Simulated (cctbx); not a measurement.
# HoVSn: precision against data quality

Space group Pnma (no. 62), a = 7.2080 Å, b = 4.4310 Å, c = 7.8460 Å, α = 90.00°, β = 90.00°, γ = 90.00°.

```csv
atom,mult.,x,y,z,Ueq (Å²)
Ho1,4,0.9932,3/4,0.1940,0.0085
Sn1,4,0.2016,3/4,0.6105,0.0082
V1,4,0.6637,1/4,0.0728,0.0128
```

The model is made up (kin elements in a known structure type, no relaxation), so it says nothing on whether the phase exists.

Five simulated data sets (cctbx; Mo Kα, λ = 0.71073 Å; 1.5 % proportional error) differ in resolution or exposure (noise floor 4 counts in the first three, 8 in the last two). Each is refined with the right model, isotropic at 1.1 Å and anisotropic otherwise. How do the figures of merit and the uncertainties move?

| d min (Å) | top counts | ⟨I/σ⟩ (unmerged, absences included) | unique | param. (scale apart) | Rint | R1 | GooF | largest s.u. xyz (fractional) | s.u. U of V1 (Å²) | largest error (Å) |
| --- | --- | --- | --- | --- | --- | --- | --- | --- | --- | --- |
| 1.1 | 40000 | 30.0 | 114 | 9 | 0.013 | 0.0067 | 1.27 | 0.00015 | 0.0003 | 0.0027 |
| 0.84 | 40000 | 23.8 | 253 | 18 | 0.016 | 0.0071 | 0.98 | 0.00010 | 0.0004 | 0.0023 |
| 0.6 | 40000 | 19.4 | 664 | 18 | 0.021 | 0.0086 | 0.95 | 0.00006 | 0.0002 | 0.0004 |
| 0.75 | 300 | 1.9 | 345 | 18 | 0.251 | 0.0709 | 0.96 | 0.00152 | 0.0053 | 0.0127 |
| 0.75 | 3000 | 8.7 | 345 | 18 | 0.047 | 0.0192 | 0.96 | 0.00025 | 0.0009 | 0.0020 |

The number of reflections grows roughly as 1/d³: 114, 253 and 664 here. R1 follows the noise rather than the truth: at 300 counts it is 0.0709, at 3000 counts 0.0192, while GooF is 0.96 and 0.96: the weights 1/σ² carry the noise. The s.u. of U (U11 where anisotropic) for V1 goes 0.0003, 0.0004, 0.0002 Å² with resolution and 0.0053, 0.0009 Å² with exposure.

The 1.1 Å row also differs in its displacement model, so it isn't a clean test of resolution.

Hardware for the 0.6 Å refinement: 0.33 s on 1 thread of Intel(R) Xeon(R) CPU @ 2.60GHz (Ice Lake), with other jobs on the host, peak memory 0.09 GiB.

[Logs are printed without paths, hosts, clocks, repeated set-up lines and the standing remarks that a program may print on its own settings, such as how far it seeks lower states.]
